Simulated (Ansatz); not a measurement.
BaNaBiWO6 (F-43m), computed twice by G0W0.

The structure is cubic, space group F-43m (No. 216). The conventional cell has a = 8.565 Å, b = 8.565 Å, c = 8.565 Å, α = 90.00°, β = 90.00°, γ = 90.00°. Na has 12 O at 3.04 Å nearest. Nearest to Ba lie 12 O at 3.04 Å. Bi has 6 O at 2.35 Å nearest. Nearest to W lie 6 O at 1.94 Å. Nearest to O lie 1 W at 1.94 Å and 1 Bi at 2.35 Å and 2 Ba at 3.04 Å and 2 Na at 3.04 Å. Farther neighbours and most contacts between anions are not listed.

```yaml
crystal:
  lattice:
    - [0.00000, 4.28261, 4.28261]
    - [4.28261, 0.00000, 4.28261]
    - [4.28261, 4.28261, 0.00000]
  atoms:
    - { symbol: Na, position: [0.75000, 0.75000, 0.75000] }
    - { symbol: Ba, position: [0.25000, 0.25000, 0.25000] }
    - { symbol: Bi, position: [0.00000, 0.00000, 0.00000] }
    - { symbol: W, position: [0.50000, 0.50000, 0.50000] }
    - { symbol: O, position: [0.72618, 0.27382, 0.27382] }
    - { symbol: O, position: [0.27382, 0.72618, 0.72618] }
    - { symbol: O, position: [0.72618, 0.72618, 0.27382] }
    - { symbol: O, position: [0.27382, 0.27382, 0.72618] }
    - { symbol: O, position: [0.27382, 0.72618, 0.27382] }
    - { symbol: O, position: [0.72618, 0.27382, 0.72618] }
```

The cell is the Materials Project's (PBE, PBE+U or r2SCAN) relaxed one; the ions were relaxed with PBE or PBE+U in the database cell. Spin-orbit coupling is left out unless a run names it.

The first (Ansatz 0.2.0; start PBE with 5 % exact exchange, 2×2×2 mesh, 655 empty bands, screening to 150 eV, PAW set soft_1 files; 1 × NVIDIA H100 80GB HBM3 (shared by 6 runs) with 2 threads of AMD EPYC 7R13 (Zen 3), shared host) gave, on its mesh: starting gap 2.32 eV, G0W0 gap 2.93 eV, RPA ε∞ (mean) 6.53, 38 s.

The second gave: starting gap 7.54 eV, G0W0 gap 4.59 eV, RPA ε∞ (mean) 2.82, 41 s.

Question: What was changed in the input? Choose among start, files, mesh, bands and cutoff, frequency model or another key.

Changed: start from PBE with 5 % exact exchange to PBE with 75 % exact exchange. A jump of this size in the start, with ε∞ moving the other way, marks another functional. Other changes could give like numbers; this is the one that was made.

Limits: not at the basis limit; no spin-orbit coupling; coarse k mesh.

[Paths, hosts, dates, memory and timing lines, banners, echoed tables and standing remarks are left out of the program output.]

[Logs are printed without paths, hosts, clocks, repeated set-up lines and the standing remarks that a program may print on its own settings, such as how far it seeks lower states.]

[Runs of the session that timed out or met a known fault of the program may be left out.]

[Cells called generated may have been cut or substituted from an entry of the Crystallography Open Database or the Materials Project.]

[Hosts, paths, dates, database ids (printed as entryN), source tags and the programs' standing remarks are cut or masked in the printed files.]
